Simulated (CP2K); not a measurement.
Two runs for the C K edge of benzimidazole. Run A: CP2K XAS_TDP, all-electron GAPW, PBEh(45%), aug-cc-pVDZ, TDA, no relativity. Run B differs in one setting.

First lines with a strength over 0.0015. A:

```
                    atom  energy (eV)  states  strength, one atom
C1 (bonded to 2 C and H)       281.66       1              0.0505
                               283.14       1              0.0026
                               284.17       1              0.0103
                               285.55       1              0.0019
                               285.94       1              0.0025
C2 (bonded to 2 C and H)       281.53       1              0.0506
                               283.60       1              0.0026
                               284.20       1              0.0105
                               285.68       1              0.0020
                               285.86       1              0.0032
C3 (bonded to 2 C and H)       281.58       1              0.0476
                               284.19       1              0.0108
                               284.97       1              0.0018
                               285.47       1              0.0027
                               285.73       1              0.0016
C4 (bonded to 2 C and N)       282.99       1              0.0560
                               286.04       1              0.0034
                               286.62       1              0.0030
                               286.83       1              0.0018
                               287.06       1              0.0036
C6 (bonded to 2 N and H)       282.64       1              0.0597
                               285.74       1              0.0114
                               286.66       1              0.0045
                               287.56       1              0.0037
                               288.48       1              0.0018
C8 (bonded to 2 C and N)       282.62       1              0.0463
                               283.88       1              0.0068
                               284.92       1              0.0026
                               286.20       1              0.0024
                               287.34       1              0.0046
```

B:

```
                    atom  energy (eV)  states  strength, one atom
C1 (bonded to 2 C and H)       275.92       1              0.0263
                               276.55       1              0.0143
                               277.53       1              0.0024
                               277.72       1              0.0025
                               279.65       1              0.0039
C2 (bonded to 2 C and H)       275.82       1              0.0328
                               276.96       1              0.0074
                               277.54       1              0.0031
                               277.84       1              0.0023
                               278.54       1              0.0020
C3 (bonded to 2 C and H)       275.83       1              0.0338
                               277.54       1              0.0035
                               278.03       1              0.0019
                               278.47       1              0.0028
                               278.49       1              0.0016
C4 (bonded to 2 C and N)       277.24       1              0.0153
                               277.51       1              0.0274
                               280.08       1              0.0016
                               281.12       1              0.0016
                               281.28       1              0.0031
C6 (bonded to 2 N and H)       277.27       1              0.0447
                               279.01       1              0.0043
                               279.46       1              0.0023
                               279.79       1              0.0022
                               279.84       1              0.0030
C8 (bonded to 2 C and N)       276.61       1              0.0168
                               277.46       1              0.0168
                               278.19       1              0.0066
                               280.57       1              0.0038
                               281.27       1              0.0019
```

Which was it: the basis, scalar relativity switched on, the functional, GW2X switched on?

The functional (functional from PBEh(45%) to PBE0; the lines alone don't name the new value). A functional moves all lines by electronvolts and changes their spacings and strengths. Against PBEh(45%) in aug-cc-pVDZ, the leading lines move by -5.74 eV (C1, to 275.92), -5.71 eV (C2, to 275.82), -5.75 eV (C3, to 275.83), -5.75 eV (C4, to 277.24), -5.37 eV (C6, to 277.27) and -6.01 eV (C8, to 276.61); the strength of C1's goes from 0.0505 to 0.0263. The next line of C1 over the strength cut lies 0.63 eV higher, against 1.48.

[Banner, clock and machine lines of the logs are left out without a mark of their own.]

[Logs are printed without paths, hosts, clocks, repeated set-up lines and the standing remarks that a program may print on its own settings, such as how far it seeks lower states.]

[Hosts, paths, dates, database ids (printed as entryN), source tags and the programs' standing remarks are cut or masked in the printed files.]
